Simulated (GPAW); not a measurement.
## A GW chain in GPAW: Sr2SeS (R-3m)

Wanted: ground state, empty states, screening and self-energy for Sr2SeS (R-3m).

Calculated with GPAW 26.7.0; LDA and many-body steps on it, plane waves.

## (1) Starting point

It takes space group R-3m (No. 166, trigonal). The conventional cell has a = 4.356 Å, b = 4.356 Å, c = 21.367 Å, α = 90.00°, β = 90.00°, γ = 120.00°. Nearest to Sr lie 3 S at 3.05 Å and 3 Se at 3.12 Å. Se has 6 Sr at 3.12 Å nearest. Nearest to S lie 6 Sr at 3.05 Å. Farther neighbours and most contacts between anions are not listed.

The cell and positions are those that the Materials Project relaxed with its own functionals (PBE, PBE+U or r2SCAN), kept fixed.

## (2) Ground state

This step: GPAW 26.7.0; DFT, LDA, plane waves, PAW.

The ground-state density comes first.

run.py reads:

```python
import json
import numpy as np
from gpaw.mpi import world
from ase import Atoms
from gpaw import GPAW, PW, FermiDirac

atoms = Atoms(['Sr', 'Sr', 'Se', 'S'],
    cell=[[2.1781528691, 1.2575571453, 7.1221724763],
      [-2.1781528691, 1.2575571453, 7.1221724763],
      [0.0000000000, -2.5151142906, 7.1221724763]],
    scaled_positions=[[0.2471840700, 0.2471840700, 0.2471840700],
      [0.7528159300, 0.7528159300, 0.7528159300],
      [0.0000000000, 0.0000000000, 0.0000000000],
      [0.5000000000, 0.5000000000, 0.5000000000]],
    pbc=(True, True, True))
calc = GPAW(mode=PW(450),
    xc='LDA',
    kpts={'size': (6, 6, 6), 'gamma': True},
    occupations=FermiDirac(0.001),
    nbands=-8,
    convergence={'density': 1e-6, 'bands': -3},
    maxiter=100,
    txt='gs.txt')
atoms.calc = calc
res = {'energy': atoms.get_potential_energy()}
kpts = calc.get_ibz_k_points()
res['kpts'] = kpts
res['eigenvalues'] = [calc.get_eigenvalues(kpt=k) for k in range(len(kpts))]
res['n_electrons'] = calc.get_number_of_electrons()
calc.write('gs.gpw')

if world.rank == 0:
    with open('result.json', 'w') as f:
        json.dump(res, f, default=lambda x: x.tolist())
```

Run with:

```console
mpirun -n 4 gpaw python run.py
```

Numbers of over 12 decimals in the logs are rounded to 6 here.

Log:

```text
__  _  _
 | _ |_)|_||  |
 |__||  | ||/\| - 26.7.0

Input parameters:
  mode=PW(ecut=450.000000),
  convergence={'density': 1e-06, 'bands': -3},
  kpts=MonkhorstPack(size=(6, 6, 6), gamma=True),
  maxiter=100,
  nbands=-8,
  occupations=Occupations(name='fermi-dirac', width=0.001, fixmagmom=False),
  xc=XC(name='LDA')
  [... matrices ...]
Diagonalizing LCAO Hamiltonian
Converting LCAO to pw mode

       Sr

       S

       Sr

       Se

Atoms  # Å, Bohr magnetons
|   | symbol |         x |         y |         z |    initial magnetic moments |
| 0 |     Sr | -0.000000 | -0.000000 |  5.281463 | ( 0.0000,  0.0000,  0.0000) |
| 1 |     Sr | -0.000000 | -0.000000 | 16.085055 | ( 0.0000,  0.0000,  0.0000) |
| 2 |     Se |  0.000000 |  0.000000 |  0.000000 | ( 0.0000,  0.0000,  0.0000) |
| 3 |      S |  0.000000 |  0.000000 | 10.683259 | ( 0.0000,  0.0000,  0.0000) |

Unit cell  # Å
| periodic |         x |         y |        z |  lengths |    angles |
|      yes |  2.178153 |  1.257557 | 7.122172 | 7.553221 | 33.521277 |
|      yes | -2.178153 |  1.257557 | 7.122172 | 7.553221 | 33.521277 |
|      yes |  0.000000 | -2.515114 | 7.122172 | 7.553221 | 33.521277 |

Number of symmetries: 12
Symmetry operations  # r_c * U_cc + t_c -> r_c
|    | kind |            matrix            |
|  0 |  E   |  1, 0, 0,  0, 1, 0,  0, 0, 1 |
|  1 |  σ   |  1, 0, 0,  0, 0, 1,  0, 1, 0 |
|  2 |  σ   |  0, 1, 0,  1, 0, 0,  0, 0, 1 |
|  3 |  C3  |  0, 1, 0,  0, 0, 1,  1, 0, 0 |
|  4 |  C3  |  0, 0, 1,  1, 0, 0,  0, 1, 0 |
|  5 |  σ   |  0, 0, 1,  0, 1, 0,  1, 0, 0 |
|  6 |  C2  |  0, 0,-1,  0,-1, 0, -1, 0, 0 |
|  7 |  S6  |  0, 0,-1, -1, 0, 0,  0,-1, 0 |
|  8 |  S6  |  0,-1, 0,  0, 0,-1, -1, 0, 0 |
|  9 |  C2  |  0,-1, 0, -1, 0, 0,  0, 0,-1 |
| 10 |  C2  | -1, 0, 0,  0, 0,-1,  0,-1, 0 |
| 11 |  i   | -1, 0, 0,  0,-1, 0,  0, 0,-1 |

BZ-sampling:
  Number of BZ points: 216
  Number of IBZ points: 32

  Monkhorst-Pack size: [6, 6, 6]
  Monkhorst-Pack shift: [0.083333, 0.083333, 0.083333]

K-points  # in reciprocal-cell coordinates
|     |                                coordinates |     weight |
|   0 | (  0.00000000,   0.00000000,   0.00000000) | 0.00462963 |
|   1 | (  0.16666667,   0.00000000,  -0.16666667) | 0.02777778 |
|   2 | (  0.16666667,   0.00000000,   0.00000000) | 0.02777778 |
|   3 | (  0.16666667,   0.16666667,  -0.16666667) | 0.02777778 |
|   4 | (  0.16666667,   0.16666667,   0.00000000) | 0.02777778 |
|   5 | (  0.16666667,   0.16666667,   0.16666667) | 0.00925926 |
|   6 | (  0.33333333,  -0.16666667,  -0.16666667) | 0.02777778 |
|   7 | (  0.33333333,   0.00000000,  -0.33333333) | 0.02777778 |
|   8 | (  0.33333333,   0.00000000,  -0.16666667) | 0.05555556 |
|   9 | (  0.33333333,   0.00000000,   0.00000000) | 0.02777778 |
| ... |                                            |            |
|  31 | (  0.50000000,   0.50000000,   0.50000000) | 0.00462963 |

Plane wave coefficients: 2574
Cutoff: 450.000000 eV

Spin-components: 1 (collinear spins)
Bands:           24
Projectors:      20
Spin-degeneracy: 2
Datatype:        complex128

  Storage: CPU
  Wave functions: 30_756_864 bytes (7_689_216 per core)
  Projectors: 35_883_008 bytes (8_970_752 per core)
  [... matrices ...]
Parallelization:
  kpt:    4
  domain: 1
  band:   1

Density:
  Valence electrons: 32.0
  Components: 1
  Grid points: [40 40 40]
  Charge: 0.0  # |e|

Potential:
  Grid points: [40 40 40]

species:
  Sr:
    name:    Strontium
    Z:       38.0
    valence: 10
    core:    28
    charge:  0.0  # [|e|]
    compensation charges:
      type: gauss
      rc: 0.40  # [Å]
      lmax: 2
    cutoffs:
      filter: 2.39  # [Å]
      core: 1.85  # [Å]
    projectors
    | kind |    occ | energy [eV] | rcut [Å] |
    |   4s |  2.000 |     -40.901 |    1.291 |
    |   5s |  2.000 |      -3.641 |    1.291 |
    |   4p |  6.000 |     -22.864 |    1.291 |
    |    p |        |       4.348 |    1.291 |
    |    d |        |       0.000 |    1.254 |

    Using partial waves for Sr as LCAO basis

  Se:
    name:    Selenium
    Z:       34.0
    valence: 6
    core:    28
    charge:  0.0  # [|e|]
    compensation charges:
      type: gauss
      rc: 0.27  # [Å]
      lmax: 2
    cutoffs:
      filter: 1.77  # [Å]
      core: 2.67  # [Å]
    projectors
    | kind |    occ | energy [eV] | rcut [Å] |
    |   4s |  2.000 |     -17.472 |    0.847 |
    |   4p |  4.000 |      -6.656 |    1.005 |
    |    s |        |       9.739 |    0.847 |
    |    p |        |      20.555 |    1.005 |
    |    d |        |       0.000 |    0.847 |

    Using partial waves for Se as LCAO basis

  S:
    name:    Sulfur
    Z:       16.0
    valence: 6
    core:    10
    charge:  0.0  # [|e|]
    compensation charges:
      type: gauss
      rc: 0.24  # [Å]
      lmax: 2
    cutoffs:
      filter: 1.77  # [Å]
      core: 1.66  # [Å]
    projectors
    | kind |    occ | energy [eV] | rcut [Å] |
    |   3s |  2.000 |     -17.278 |    0.974 |
    |   3p |  4.000 |      -7.106 |    0.979 |
    |    s |        |       9.933 |    0.974 |
    |    p |        |      20.105 |    0.979 |
    |    d |        |       0.000 |    0.900 |

    Using partial waves for S as LCAO basis

Reference energy: -249635.227711  # eV

eigensolver:
  PPCG
  Converge bands: -3
  niter=2

density mixing:
  MSR1-Mixer
  Pratt-step length: 0.05
  Maximum mixing coefficient: 0.75
  Old densities: 10
  SVD Regularization: 0.005
  Good broyden scale: 1.0
  Trust region scale: 1.0
  Backstep threshold: 4.0
  History deletion threshold: 6.0
  Fourier metric: weight=20.0, sigma=0.015

occupation numbers:
  Fermi-Dirac:
    width: 0.0010  # eV

poisson solver:
  ecut: 3600.000000  # eV

xc functional:
  name: None

Initialization done in: 1.341 s

convergence criteria:
- Maximum integral of absolute [dens]ity change: 1e-06 electrons / valence electron
- Maximum [total energy] change in last 3 cyles: 0.0005 eV / valence electron
- Maximum integral of absolute [eigenst]ate change: 4e-08 eV^2 / valence electron
maximum number of iterations: 100

SCF iterations
|iter     |     time |      energy | eigst |  dens |
|iter:   1|  |  -21.820418 | +1.46 |       |
|iter:   2|  |  -21.730332 | +0.22 | -1.11 |
|iter:   3|  |  -21.328700 | -0.38 | -1.16 |
|iter:   4|  |  -21.323956 | -0.84 | -1.65 |
|iter:   5|  |  -21.323673c| -1.26 | -2.02 |
|iter:   6|  |  -21.323490c| -1.39 | -2.83 |
|iter:   7|  |  -21.323492c| -2.09 | -3.30 |
|iter:   8|  |  -21.323493c| -2.45 | -3.90 |
|iter:   9|  |  -21.323493c| -2.80 | -4.40 |
|iter:  10|  |  -21.323493c| -3.10 | -5.44 |
|iter:  11|  |  -21.323493c| -3.65 | -5.89 |
|iter:  12|  |  -21.323493c| -4.01 | -6.73c|
|iter:  13|  |  -21.323493c| -4.49 | -7.23c|
|iter:  14|  |  -21.323493c| -4.78 | -7.72c|
|iter:  15|  |  -21.323493c| -5.15 | -8.38c|
|iter:  16|  |  -21.323493c| -5.66 | -8.83c|
|iter:  17|  |  -21.323493c| -5.87 | -9.19c|
|iter:  18|  |  -21.323493c| -6.52 | -9.61c|
|iter:  19|  |  -21.323493c| -6.80 | -9.92c|
|iter:  20|  |  -21.323493c| -7.17 |-10.11c|
|iter:  21|  |  -21.323493c| -7.67c|-10.30c|

Converged in 21 steps
SCF loop duration: 32.561 s (1.551 s/step)
Energy contributions relative to reference atoms: (reference = -249635.227711)
  [... matrices ...]
Energy contributions:
  Kinetic:          16.239529
  Coulomb:         -13.976956
  Zero:             -0.478678
  External:          0.000000
  Xc:              -23.107388
  Entropy:          -0.000000
  Spinorbit:         0.000000
  ----------------------------
  Free energy:     -21.323493
  Extrapolated:    -21.323493

dipole moment: (0.000000, 0.000000, -78.840260)  # |e|*Ang

Fermi level: 4.919
Eigenvalues  # (at kpt = [0.000, 0.000, 0.000])
| band index |      eig [eV] | occ [0-2] |
|          0 |       -29.867 |     2.000 |
|        ... |               |           |
|          8 |        -7.308 |     2.000 |
|          9 |        -6.543 |     2.000 |
|         10 |         1.117 |     2.000 |
|         11 |         2.627 |     2.000 |
|         12 |         2.627 |     2.000 |
|         13 |         3.733 |     2.000 |
|         14 |         3.809 |     2.000 |
|         15 |         3.809 |     2.000 |
|         16 |         6.697 |     0.000 |
|         17 |         7.813 |     0.000 |
|         18 |         7.813 |     0.000 |
|         19 |         7.821 |     0.000 |
|         20 |         8.561 |     0.000 |
|         21 |         8.713 |     0.000 |
|         22 |         8.713 |     0.000 |
|         23 |         9.747 |     0.000 |

Gap: 2.139 eV
Transition (v -> c):
  (s=0, k=0, n=15, [0.00, 0.00, 0.00]) -> (s=0, k=28, n=16, [0.50, 0.50, 0.00])
Direct/indirect transitions are different
Direct gap: 2.660 eV
Transition at: (s=0, k=28, n=15, [0.50, 0.50, 0.00])
# Writing to gs.gpw (mode='')
  [... matrices ...]
```

It took 36 s on 4 MPI ranks of Arm Neoverse V2, shared host; peak memory 0.94 GiB; 2.4 min of CPU time.

This step gave:

| Quantity | Value |
| --- | --- |
| total energy | -21.32 eV |
| gap | 2.139 eV |
| k of the valence top | 0, 0, 0 |
| k of the conduction bottom | 0.5, 0.5, 0 |
| least direct gap | 2.660 eV |

The gap is indirect, with the least direct gap 0.52 eV higher.

## (3) Empty states on the mesh, 4×4×4 mesh, 200 bands

The sums over transitions need many empty states on a uniform mesh; this step solves for them.

run.py reads:

```python
import json
import numpy as np
from gpaw.mpi import world
from gpaw import GPAW

calc = GPAW('gs.gpw').fixed_density(kpts={'size': (4, 4, 4), 'gamma': True},
    parallel={'domain': 1, 'band': 1},
    txt='nscf.txt')
calc.diagonalize_full_hamiltonian(nbands=200)
calc.write('full.gpw', mode='all')
res = {}
kpts = calc.get_ibz_k_points()
res['kpts'] = kpts
res['eigenvalues'] = [calc.get_eigenvalues(kpt=k) for k in range(len(kpts))]
res['n_electrons'] = calc.get_number_of_electrons()

if world.rank == 0:
    with open('result.json', 'w') as f:
        json.dump(res, f, default=lambda x: x.tolist())
```

Run with:

```console
mpirun -n 4 gpaw python run.py
```

Log:

```text
Diagonalizing LCAO Hamiltonian
Converting LCAO to pw mode
convergence criteria:
- Maximum integral of absolute [eigenst]ate change: 4e-08 eV^2 / valence electron
maximum number of iterations: 100

SCF iterations
|iter     |     time |      energy | eigst |  dens |
|iter:   1|  |             | +1.45 |       |
|iter:   2|  |             | +0.25 |       |
|iter:   3|  |             | -0.19 |       |
[...]
|iter:  48|  |             | -5.75 |       |
|iter:  49|  |             | -5.87 |       |
[... further lines of this kind ...]
|iter:  87|  |             | -7.41c|       |
SCF steps: 87
  __  _  _
 | _ |_)|_||  |
 |__||  | ||/\| - 26.7.0

Input parameters:
  mode=PW(ecut=450.000000),
  convergence={'density': 1e-06, 'bands': -3},
  gpts=array([40, 40, 40]),
  kpts=MonkhorstPack(size=(4, 4, 4), gamma=True),
  maxiter=100,
  nbands=24,
  occupations=Occupations(name='fermi-dirac', width=0.001, fixmagmom=False),
  parallel={'domain': 1, 'band': 1},
  xc=XC(name='LDA')
Matrix size: 2550x2550
# Writing to full.gpw (mode='all')
  [... matrices ...]

timing:  # [seconds]
  Total: 60.825  # ━━━━━━━━━━━━━━━━━━━━━━━━━━━━━━━━━━━━━━━━━━━━━━━━━━━━━━━━━━
```

Wall time 1.7 min (4 MPI ranks); peak memory 2.9 GiB.

Numbers from this step:

```yaml
gap: 2.139 eV
k_of_the_valence_top: 0, 0, 0
k_of_the_conduction_bottom: 0.5, 0.5, 0
least_direct_gap: 2.660 eV
k_points_computed: 13
lowest_point_of_the_top_converged_band_above_the_valence_top: 70.1692 eV
```

On this mesh the gap is 2.139 eV.

## (4) Screening and self-energy, 4×4×4 mesh, 88 bands, screening to 48 eV

Now the one-shot GW correction: screening in the RPA, then the self-energy of the levels asked for.

This step: G0W0 on LDA, plane waves, PAW.

run.py reads:

```python
import json
import numpy as np
from gpaw.mpi import world
from gpaw.response.g0w0 import G0W0

gw = G0W0('full.gpw',
    filename='gw',
    kpts=[0, 10],
    bands=(14, 18),
    ecut=48,
    nbands=88,
    integrate_gamma='WS',
    ppa=True)
gw.calculate()
res = {mode: {k: v for k, v in r.items() if k != 'sigma_eskwn'}
       for mode, r in gw.all_results.items()}

if world.rank == 0:
    with open('result.json', 'w') as f:
        json.dump(res, f, default=lambda x: x.tolist())
```

Run with:

```console
mpirun -n 4 gpaw python run.py
```

Log:

```text
Using integrator: PointIntegrator
FrequencyGridDescriptor(from 0.000+0.000j to 0.000+27.211j eV, 2 points)
Nonperiodic BCs:  [False False False]
Using integrator: PointIntegrator
FrequencyGridDescriptor(from 0.000+0.000j to 0.000+27.211j eV, 2 points)
Nonperiodic BCs:  [False False False]
  ___  _ _ _
 |   || | | |
 | | || | | |
 |__ ||_____|
 |___|

BZ k-points: Symmetries present (total): 12

  [... matrices ...]
64 k-points: 4 x 4 x 4 Monkhorst-Pack grid + [1/8,1/8,1/8]
13 k-points in the irreducible part of the Brillouin zone
       k-points in crystal coordinates                weights
   0:     0.00000000    0.00000000    0.00000000          1/64
   1:     0.25000000    0.00000000   -0.25000000          6/64
   2:     0.25000000    0.00000000    0.00000000          6/64
   3:     0.25000000    0.25000000   -0.25000000          6/64
   4:     0.25000000    0.25000000    0.00000000          6/64
   5:     0.25000000    0.25000000    0.25000000          2/64
   6:     0.50000000    0.00000000    0.00000000          3/64
   7:     0.50000000    0.25000000   -0.25000000          6/64
   8:     0.50000000    0.25000000    0.00000000         12/64
   9:     0.50000000    0.25000000    0.25000000          6/64
          ...
  12:     0.50000000    0.50000000    0.50000000          1/64

Distributing spins, k-points and bands (1 x 2 x 4) over 4 processes
Number of blocks: 1

Quasi particle states:
k-points (IBZ indices): [0, 10]
Band range: (14, 18)
  [... matrices ...]
Computational parameters:
Plane wave cut-off: 48 eV
Number of bands: 88
Coulomb cutoff: None
Broadening: 0.1 eV

fxc modes: GW
Kernel: RPA
Using Godby-Needs plasmon-pole approximation:
  Fitting energy: i*E0, E0 = 1.000 Hartree
Summing all q:

Calculating screened Coulomb potential
No Coulomb truncation
FrequencyGridDescriptor(from 0.000+0.000j to 0.000+27.211j eV, 2 points)
Removing empty qpoint cache files...

Calculating chi0 body with:
    Ground state adapter containing:
    Number of spins: 1
    Number of kpoints: 64
    Number of irreducible kpoints: 13
    Number of completely occupied states: 16
    Number of partially occupied states: 16
    Occupied states memory: 15.625 M / cpu

    Linear response parametrization:
    q_c: [0.0, 0.0, 0.0]
    Number of frequency points: 2
    Planewave cutoff: 48.0
    Number of bands: 88
    Number of planewaves: 99
    Broadening (eta): 1e-06
    comm.size: 4
    kncomm.size: 4
    blockcomm.size: 1

    Memory estimate of potentially large arrays:
        chi0_wGG: 0.299103 M / cpu
Integrating chi0 body.

Symmetries of q_c:
    Direct symmetries (Uq -> q): 12
    Indirect symmetries (TUq -> q): 0
In total 12 allowed symmetries.

  [... matrices ...]
13 groups of equivalent kpoints. 79.6875% reduction.

Integral kind: response function
Integrating chi0 head and wings.

Symmetries of q_c:
    Direct symmetries (Uq -> q): 12
    Indirect symmetries (TUq -> q): 0
In total 12 allowed symmetries.

  [... matrices ...]
13 groups of equivalent kpoints. 79.6875% reduction.

Integral kind: response function wings

Calculating chi0 body with:
    Ground state adapter containing:
    Number of spins: 1
    Number of kpoints: 64
    Number of irreducible kpoints: 13
    Number of completely occupied states: 16
    Number of partially occupied states: 16
    Occupied states memory: 15.625 M / cpu

    Linear response parametrization:
[... the further q-points ...]

Results:
f:      Occupation numbers
eps:     KS-eigenvalues [eV]
vxc:     KS vxc [eV]
exx:     Exact exchange [eV]
sigma:   Self-energies [eV]
dsigma:  Self-energy derivatives
Z:       Renormalization factors
qp:      QP-energies [eV]

k-point 0 (0): (0.000, 0.000, 0.000)                GW
band       f     eps     vxc     exx   sigma  dsigma       Z      qp
                                                                   GW
  14   1.000   3.809 -14.862 -17.373   2.179  -0.245   0.803   3.542
  15   1.000   3.809 -14.862 -17.373   2.179  -0.245   0.803   3.542
  16   0.000   6.697 -10.924  -6.476  -3.324  -0.202   0.832   7.631
  17   0.000   7.813 -10.865  -5.642  -3.584  -0.210   0.826   9.167

k-point 1 (10): (0.500, 0.500, 0.000)                GW
band       f     eps     vxc     exx   sigma  dsigma       Z      qp
                                                                   GW
  14   1.000   3.217 -14.467 -17.268   2.317  -0.250   0.800   2.830
  15   1.000   3.287 -14.394 -17.143   2.287  -0.247   0.802   2.918
  16   0.000   5.948  -9.471  -5.055  -3.228  -0.203   0.831   6.935
  17   0.000   8.539  -9.395  -4.983  -3.412  -0.195   0.837   9.376
```

The job ended after 2.3 min (4 MPI ranks; peak memory 2.5 GiB; 9.1 min of CPU time).

Numbers from this step:

```yaml
g0w0_gap_on_the_points_computed: 3.392 eV
least_direct_g0w0_gap_on_the_computed_points: 4.017 eV
z_at_the_valence_top: 0.8032
z_at_the_conduction_bottom: 0.8310
starting_gap_on_the_mesh: 2.139 eV
k_of_the_valence_top: 0, 0, 0
k_of_the_conduction_bottom: 0.5, 0.5, 0
```

The gap on the mesh goes from 2.14 eV to 3.39 eV, a correction of +1.25 eV.

Limits: finite bands, cutoff and mesh; no spin-orbit coupling. v1 is the top filled band, c1 the lowest empty one. Levels before and after the correction, in eV, zero at the valence-band top of each column:

|  | conduction bottom | valence top |
| --- | --- | --- |
| Kohn-Sham | 2.14 | 0.00 |
| G0W0 | 3.39 | 0.00 |

|  | level | energy (eV) |
| --- | --- | --- |
| Kohn-Sham | Γ v2-v1 | 0.000 |
| Kohn-Sham | Γ c1 | 2.888 |
| Kohn-Sham | Γ c2 | 4.004 |
| Kohn-Sham | (0.5 0.5 0) v2 | -0.592 |
| Kohn-Sham | (0.5 0.5 0) v1 | -0.522 |
| Kohn-Sham | (0.5 0.5 0) c1 | 2.139 |
| Kohn-Sham | (0.5 0.5 0) c2 | 4.730 |
| G0W0 | Γ v2-v1 | 0.000 |
| G0W0 | Γ c1 | 4.089 |
| G0W0 | Γ c2 | 5.624 |
| G0W0 | (0.5 0.5 0) v2 | -0.713 |
| G0W0 | (0.5 0.5 0) v1 | -0.625 |
| G0W0 | (0.5 0.5 0) c1 | 3.392 |
| G0W0 | (0.5 0.5 0) c2 | 5.834 |

## (5) Where the time went

Times are wall times on 4 MPI ranks of Arm Neoverse V2, shared host, good to a factor of about two.

| step | time | share | memory (GiB) |
| --- | --- | --- | --- |
| ground state | 36 s | 13 % | 0.94 |
| empty states on the mesh | 1.7 min | 38 % | 2.9 |
| screening and self-energy | 2.3 min | 49 % | 2.5 |

## (6) Results

* LDA gap: 2.14 eV, indirect
* G0W0 gap on the mesh: 3.39 eV
* GW settings: 4×4×4 mesh, 88 bands, screening to 48 eV, Godby-Needs plasmon pole
* known limits: not at the basis limit; no spin-orbit coupling

What this shows: G0W0 moves the gap on the mesh from 2.14 eV to 3.39 eV (+1.25 eV), with Z of 0.80 and 0.83 at the edges. Only 2 of the mesh's irreducible points were corrected, so a valley elsewhere could overtake. Bands and cutoff are finite, so the gap is not at the basis limit. The miss can reach some tenths of an eV and take either sign; the mesh is an error of its own. These stock PAW sets were not made for GW; the filled d or f shell of Se lies in the frozen core, which bears on start and correction. In the G0W0 run levels were corrected at 2 k points alone, so a gap called «on the mesh» is the least over those, and an edge elsewhere would be missed. The many-body steps are scalar-relativistic: spin-orbit coupling is not in them.

[Paths, hosts, dates, memory and timing lines, banners, echoed tables and standing remarks are left out of the program output.]

[Logs are printed without paths, hosts, clocks, repeated set-up lines and the standing remarks that a program may print on its own settings, such as how far it seeks lower states.]

[Runs of the session that timed out or met a known fault of the program may be left out.]

[Hosts, paths, dates, database ids (printed as entryN), source tags and the programs' standing remarks are cut or masked in the printed files.]
